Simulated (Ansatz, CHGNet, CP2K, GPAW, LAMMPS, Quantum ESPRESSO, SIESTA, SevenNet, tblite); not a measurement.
# Running liquid Si0.5Ge0.5 at 2500 K (104 atoms) with CP2K, part 2 of 3

Aim: run liquid Si0.5Ge0.5 at 2500 K (104 atoms) in CP2K and see how near its forces come to a plane-wave reference, and at what cost.

Program: CP2K 2026.2; the method stands at each step. Banners, paths, timers and routine set-up lines are dropped from the logs unmarked, and long logs keep their key lines alone; longer cuts are marked.

So far. Step 2 (PBE, DZVP-MOLOPT-SR, 350/50 Ry, diagonalisation): Forces lie 4.1 % from the reference's, at 0.96 times its CPU time (on 2 against 8 cores). Step 3 (PBE, SZV-MOLOPT-SR, 350/50 Ry, diagonalisation): Against the first run (4.1 %), the force difference from the reference is 61 %, at 0.60 times the CPU time (on 1 against 2 cores), with 416 basis functions against 1352: the smaller basis costs accuracy.

## Step 4: PBE, DZVP-MOLOPT-SR, 350/20 Ry, diagonalisation

Method: Kohn-Sham DFT, PBE, GTH-PBE pseudopotentials, Gaussian and plane waves, DZVP-MOLOPT-SR-GTH, diagonalisation.

The input, input.inp:

```
&GLOBAL
  PROJECT cell
  RUN_TYPE ENERGY_FORCE
  PRINT_LEVEL LOW
&END GLOBAL
&FORCE_EVAL
  METHOD QS
  STRESS_TENSOR ANALYTICAL
  &DFT
    BASIS_SET_FILE_NAME BASIS_MOLOPT
    POTENTIAL_FILE_NAME GTH_POTENTIALS
    &MGRID
      CUTOFF 350
      REL_CUTOFF 20
    &END MGRID
    &QS
      EPS_DEFAULT 1.0E-12
    &END QS
    &SCF
      SCF_GUESS ATOMIC
      EPS_SCF 1.0E-06
      MAX_SCF 200
      ADDED_MOS 46
      &DIAGONALIZATION
        ALGORITHM STANDARD
      &END DIAGONALIZATION
      &SMEAR ON
        METHOD FERMI_DIRAC
        ELECTRONIC_TEMPERATURE [K] 580
      &END SMEAR
      &MIXING
        METHOD BROYDEN_MIXING
        ALPHA 0.15
        NBROYDEN 8
      &END MIXING
      &PRINT
        &RESTART OFF
        &END RESTART
      &END PRINT
    &END SCF
    &XC
      &XC_FUNCTIONAL PBE
      &END XC_FUNCTIONAL
    &END XC
    &PRINT
      &MULLIKEN ON
      &END MULLIKEN
      &LOWDIN ON
      &END LOWDIN
      &MO ON
        EIGENVALUES T
        OCCUPATION_NUMBERS T
        MO_INDEX_RANGE 197 220
        &EACH
          QS_SCF 0
        &END EACH
        ADD_LAST NUMERIC
      &END MO
    &END PRINT
  &END DFT
  &SUBSYS
    &CELL
      A 13.17580 0.00000 0.00000
      B 0.00000 13.17580 0.00000
      C 0.00000 0.00000 13.17580
    &END CELL
    &COORD
      Si 11.98444 7.52562 7.53050
      Si 7.13759 10.10702 7.40388
      Si 1.35987 5.70828 0.95432
      Si 6.95155 8.54609 3.48039
      Si 0.12148 6.64350 3.71215
      Si 1.26659 3.81861 6.59620
      Si 7.88453 11.94887 8.89235
      Si 9.95181 7.94053 2.47969
      Si 6.31648 10.00834 0.83732
      Si 9.60713 5.12776 12.33163
      Si 2.17572 3.37050 4.34472
      Si 0.75128 9.53928 0.64785
      Si 6.49422 3.58316 11.86191
      Si 11.07439 12.39816 0.82322
      Si 9.18696 7.33207 0.13769
      Si 4.05551 0.94800 4.19939
      Si 3.17221 9.29843 4.94962
      Si 8.35873 0.23980 11.10878
      Si 11.60972 6.12385 2.03882
      Si 2.66454 0.70754 11.80394
[... 80 atom lines left out ...]
      Ge 1.40177 6.06416 10.81312
      Ge 4.62760 10.58412 10.84342
      Ge 12.99345 7.45342 0.02635
      Ge 11.17163 7.75343 9.65325
    &END COORD
    &KIND Si
      BASIS_SET DZVP-MOLOPT-SR-GTH-q4
      POTENTIAL GTH-PBE-q4
    &END KIND
    &KIND Ge
      BASIS_SET DZVP-MOLOPT-SR-GTH-q4
      POTENTIAL GTH-PBE-q4
    &END KIND
  &END SUBSYS
  &PRINT
    &FORCES ON
    &END FORCES
    &STRESS_TENSOR ON
    &END STRESS_TENSOR
  &END PRINT
&END FORCE_EVAL
```

Run with:

```sh
> OMP_NUM_THREADS=2 cp2k.psmp -i input.inp > output.txt
```

Numbers of over 12 decimals in the logs are rounded to 6 here.

Log:

```text
CP2K| version string:                                       CP2K version 2026.2
 CP2K| Input file name                                                 input.inp
 GLOBAL| Basis set file name                                        BASIS_MOLOPT
 GLOBAL| Potential file name                                      GTH_POTENTIALS
 GLOBAL| Run type                                                   ENERGY_FORCE
 GLOBAL| Total number of message passing processes                             1
 GLOBAL| Number of threads for this process                                    2
 TOTAL NUMBERS AND MAXIMUM NUMBERS
  Total number of            - Atomic kinds:                                   2
                             - Atoms:                                        104
[... lines left out ...]
                        Smear method:                                FERMI_DIRAC
[... lines left out ...]
 Number of electrons:                                                        416
[... lines left out ...]
  Step     Update method      Time    Convergence         Total energy    Change
[... lines left out ...]
  *** SCF run converged in    18 steps ***
[... lines left out ...]
  Fermi energy:                                                 0.169443
  Total energy:                                              -406.833795
  Total energy (extrapolated to T->0):                       -406.827590
[... lines left out ...]
 MO| E(Fermi):            0.169443 a.u.          4.610790 eV
[... lines left out ...]
       1     Si       1          4.352123                             -0.352123
       2     Si       1          4.140951                             -0.140951
       3     Si       1          4.114734                             -0.114734
[...]
# Total charge                            416.000000                  0.000000
 !-----------------------------------------------------------------------------!
 LOWDIN POPULATION ANALYSIS
 #  Atom  Element  Kind  Atomic population                           Net charge
[...]
103     Ge       2          3.761903                              0.238097
     104     Ge       2          3.866394                              0.133606
 # Total charge                            416.000000                  0.000000
 ENERGY| Total FORCE_EVAL ( QS ) energy [hartree]           -406.833797
 FORCES| Atomic forces [hartree/bohr]
 FORCES|   Atom     x               y               z               |f|
 FORCES|      1  7.28859868E-03 -3.70100860E-02 -2.28001289E-02   4.40762523E-02
 FORCES|      2 -2.74070610E-02  1.91698549E-02  1.53574420E-02   3.68032791E-02
 FORCES|      3  4.59171583E-03 -1.99201699E-02 -5.36413059E-03   2.11345907E-02
[...]
FORCES|    103 -1.93789697E-02 -4.41310825E-02  9.00282700E-03   4.90321099E-02
 FORCES|    104  8.67204717E-03 -1.24416945E-02  3.64852506E-02   3.95116903E-02
 FORCES| Sum    -2.10432810E-03 -2.01748288E-03 -7.48256420E-04
 FORCES| Total atomic force                                       3.00970457E-03
 STRESS| Analytical stress tensor [bar]
 STRESS|                        x                   y                   z
 STRESS|      x        1.72377951380E+04  -3.60299858088E+02  -1.34622039641E+03
 STRESS|      y       -3.60299858088E+02   1.86664677238E+04  -1.11827275660E+04
 STRESS|      z       -1.34622039641E+03  -1.11827275660E+04   1.79423495466E+04
 STRESS| 1/3 Trace                                             1.79488708028E+04
```

The job ended after 89 s (2 threads of Arm Neoverse V2, shared host; peak memory 2.5 GiB; 2.5 min of CPU time).

Against the reference:

```yaml
r_m_s_force_component: 0.9947 eV/Å
r_m_s_difference_of_force_components: 40.88 meV/Å
longest_difference_of_force_vectors: 125.7 meV/Å
force_difference_over_r_m_s_force: 4.154 %
slope_of_forces_against_the_reference_s: 1.01
correlation_of_force_components: 0.9992
pressure: 1.795 GPa
pressure_difference: 0.558 GPa
energy_less_the_same_level_run_s: -0.814 meV/atom
r_m_s_force_difference_from_the_same_level_run: 8.036 meV/Å
```

This is a coarse setting, run to see what it loses.

Against the first run (4.1 %), the force difference from the reference is 4.2 %, at 0.68 times the CPU time: the change moves forces by 8.0 meV/Å r.m.s., so most of the difference comes from elsewhere.

## Step 5: PBE+rVV10L, DZVP-MOLOPT-SR, 350/50 Ry, diagonalisation

Method: Kohn-Sham DFT, PBE+rVV10 (b = 10, rVV10L), GTH-PBE pseudopotentials, Gaussian and plane waves, DZVP-MOLOPT-SR-GTH, diagonalisation.

input.inp: that of step 4 with these lines changed.

```diff
@@ -13,3 +13,3 @@
       CUTOFF 350
-      REL_CUTOFF 20
+      REL_CUTOFF 50
     &END MGRID
@@ -43,2 +43,10 @@
       &END XC_FUNCTIONAL
+      &VDW_POTENTIAL
+        POTENTIAL_TYPE NON_LOCAL
+        &NON_LOCAL
+          TYPE RVV10
+          KERNEL_FILE_NAME rVV10_kernel_table.dat
+          PARAMETERS 10.0 0.0093
+        &END NON_LOCAL
+      &END VDW_POTENTIAL
     &END XC
@@ -66,5 +74,6 @@
     &END CELL
-    &COORD
-[... 104 atom lines left out: the same atoms as in the first run ...]
-    &END COORD
+    &TOPOLOGY
+      COORD_FILE_NAME structure.xyz
+      COORD_FILE_FORMAT XYZ
+    &END TOPOLOGY
     &KIND Si
```

The input, structure.xyz:

```xyz
104

[... 104 atom lines left out: the same atoms as in the first run ...]
```

Log:

```text
CP2K| version string:                                       CP2K version 2026.2
 CP2K| Input file name                                                 input.inp
 GLOBAL| Basis set file name                                        BASIS_MOLOPT
 GLOBAL| Potential file name                                      GTH_POTENTIALS
 GLOBAL| Run type                                                   ENERGY_FORCE
 GLOBAL| Total number of message passing processes                             1
 GLOBAL| Number of threads for this process                                    2
[... lines left out ...]
                        Smear method:                                FERMI_DIRAC
[... lines left out ...]
 Number of electrons:                                                        416
[... lines left out ...]
  Step     Update method      Time    Convergence         Total energy    Change
[... lines left out ...]
  *** SCF run converged in    18 steps ***
[... lines left out ...]
  Fermi energy:                                                 0.169232
  Total energy:                                              -406.643084
  Total energy (extrapolated to T->0):                       -406.636883
[... lines left out ...]
 MO| E(Fermi):            0.169232 a.u.          4.605040 eV
[... lines left out ...]
     103     Ge       2          3.761023                              0.238977
     104     Ge       2          3.866005                              0.133995
 # Total charge                            416.000000                  0.000000
 ENERGY| Total FORCE_EVAL ( QS ) energy [hartree]           -406.643094
 FORCES| Atomic forces [hartree/bohr]
 FORCES|   Atom     x               y               z               |f|
 FORCES|      1  7.12748016E-03 -3.80592334E-02 -2.31840871E-02   4.51310105E-02
 FORCES|      2 -2.76977764E-02  1.92443198E-02  1.52593843E-02   3.70183667E-02
 FORCES|      3  5.10714790E-03 -1.97311632E-02 -5.42098706E-03   2.10900181E-02
[...]
FORCES|    103 -1.96284145E-02 -4.40319015E-02  9.01372176E-03   4.90441657E-02
 FORCES|    104  8.65995581E-03 -1.26156822E-02  3.73401753E-02   4.03539213E-02
 FORCES| Sum     3.25856409E-06 -1.06385514E-06 -2.95114638E-06
 FORCES| Total atomic force                                       4.52319496E-06
 STRESS| Analytical stress tensor [bar]
 STRESS|                        x                   y                   z
 STRESS|      x        1.38045718294E+04  -5.15373198469E+02  -1.43454415318E+03
 STRESS|      y       -5.15373198469E+02   1.50820759406E+04  -1.12182765638E+04
 STRESS|      z       -1.43454415318E+03  -1.12182765638E+04   1.44628384205E+04
 STRESS| 1/3 Trace                                             1.44498287302E+04
```

The job ended after 4.4 min (2 threads; peak memory 4.8 GiB; 7.5 min of CPU time).

Against the reference:

```yaml
r_m_s_force_component: 1.002 eV/Å
r_m_s_difference_of_force_components: 48.88 meV/Å
longest_difference_of_force_vectors: 149.8 meV/Å
force_difference_over_r_m_s_force: 4.967 %
slope_of_forces_against_the_reference_s: 1.017
correlation_of_force_components: 0.9989
pressure: 1.445 GPa
pressure_difference: 0.2081 GPa
```

Against the first run (4.1 %), the force difference from the reference is 5.0 %, at 2.1 times the CPU time; the model has changed, so this is no error of the program alone.

## Step 6: PBE, DZVP-MOLOPT-SR, 489/50 Ry, diagonalisation

Method: Kohn-Sham DFT, PBE, GTH-PBE pseudopotentials, Gaussian and plane waves, DZVP-MOLOPT-SR-GTH, diagonalisation.

input.inp: that of step 5 with these lines changed.

```diff
@@ -12,3 +12,3 @@
     &MGRID
-      CUTOFF 350
+      CUTOFF 489
       REL_CUTOFF 50
@@ -43,10 +43,2 @@
       &END XC_FUNCTIONAL
-      &VDW_POTENTIAL
-        POTENTIAL_TYPE NON_LOCAL
-        &NON_LOCAL
-          TYPE RVV10
-          KERNEL_FILE_NAME rVV10_kernel_table.dat
-          PARAMETERS 10.0 0.0093
-        &END NON_LOCAL
-      &END VDW_POTENTIAL
     &END XC
@@ -74,6 +66,5 @@
     &END CELL
-    &TOPOLOGY
-      COORD_FILE_NAME structure.xyz
-      COORD_FILE_FORMAT XYZ
-    &END TOPOLOGY
+    &COORD
+[... 104 atom lines left out: the same atoms as in the first run ...]
+    &END COORD
     &KIND Si
```

Run with:

```sh
> OMP_NUM_THREADS=1 mpirun -np 4 cp2k.psmp -i input.inp > output.txt
```

Log:

```text
CP2K| version string:                                       CP2K version 2026.2
 CP2K| Input file name                                                 input.inp
 GLOBAL| Basis set file name                                        BASIS_MOLOPT
 GLOBAL| Potential file name                                      GTH_POTENTIALS
 GLOBAL| Run type                                                   ENERGY_FORCE
 GLOBAL| Total number of message passing processes                             4
 GLOBAL| Number of threads for this process                                    1
 TOTAL NUMBERS AND MAXIMUM NUMBERS
  Total number of            - Atomic kinds:                                   2
                             - Atoms:                                        104
[... lines left out ...]
                        Smear method:                                FERMI_DIRAC
[... lines left out ...]
 Number of electrons:                                                        416
[... lines left out ...]
  Step     Update method      Time    Convergence         Total energy    Change
[... lines left out ...]
  *** SCF run converged in    18 steps ***
[... lines left out ...]
  Fermi energy:                                                 0.169451
  Total energy:                                              -406.830685
  Total energy (extrapolated to T->0):                       -406.824480
[... lines left out ...]
 MO| E(Fermi):            0.169451 a.u.          4.611004 eV
[... lines left out ...]
       1     Si       1          4.351547                             -0.351547
       2     Si       1          4.140347                             -0.140347
       3     Si       1          4.114650                             -0.114650
[...]
# Total charge                            416.000000                  0.000000
 !-----------------------------------------------------------------------------!
 LOWDIN POPULATION ANALYSIS
 #  Atom  Element  Kind  Atomic population                           Net charge
[...]
103     Ge       2          3.761805                              0.238195
     104     Ge       2          3.866493                              0.133507
 # Total charge                            416.000000                  0.000000
 ENERGY| Total FORCE_EVAL ( QS ) energy [hartree]           -406.830688
 FORCES| Atomic forces [hartree/bohr]
 FORCES|   Atom     x               y               z               |f|
 FORCES|      1  7.12681364E-03 -3.72698398E-02 -2.30928540E-02   4.44197291E-02
 FORCES|      2 -2.75851422E-02  1.91800962E-02  1.54978302E-02   3.69999852E-02
 FORCES|      3  4.53198224E-03 -1.99412869E-02 -5.62007366E-03   2.12079941E-02
[...]
FORCES|    103 -1.92782294E-02 -4.41665490E-02  8.93394779E-03   4.90117293E-02
 FORCES|    104  8.55899218E-03 -1.22636632E-02  3.66566291E-02   3.95899260E-02
 FORCES| Sum    -8.51782175E-08 -2.80417134E-08 -1.15457042E-07
 FORCES| Total atomic force                                       1.46191638E-07
 STRESS| Analytical stress tensor [bar]
 STRESS|                        x                   y                   z
 STRESS|      x        1.69939730495E+04  -3.70803756436E+02  -1.34828898609E+03
 STRESS|      y       -3.70803756436E+02   1.83699579465E+04  -1.11867567339E+04
 STRESS|      z       -1.34828898609E+03  -1.11867567339E+04   1.76522066774E+04
 STRESS| 1/3 Trace                                             1.76720458911E+04
```

It took 79 s on 4 MPI ranks; peak memory 5.9 GiB; 5.2 min of CPU time.

Against the reference:

```
r.m.s. force component                          : 0.9952 eV/Å
r.m.s. difference of force components           : 40.52 meV/Å
longest difference of force vectors             : 114.9 meV/Å
force difference over r.m.s. force              : 4.117 %
slope of forces against the reference's         : 1.01
correlation of force components                 : 0.9992
pressure                                        : 1.767 GPa
pressure difference                             : 0.5303 GPa
energy less the same-level run's                : -0.0004 meV/atom
r.m.s. force difference from the same-level run : 0.032 meV/Å
```

Against the first run (4.1 %), the force difference from the reference is 4.1 %, at 1.4 times the CPU time (on 4 against 2 cores): the change moves forces by 0.032 meV/Å r.m.s., so most of the difference comes from elsewhere.

(Part 2 of 3 ends here.)

[Also dropped from logs without a mark: logging warnings of Python, and SIESTA's first energy breakdown and zero terms.]

[Logs are printed without paths, hosts, clocks, repeated set-up lines and the standing remarks that a program may print on its own settings, such as how far it seeks lower states.]

[Hosts, paths, dates, database ids (printed as entryN), source tags and the programs' standing remarks are cut or masked in the printed files.]
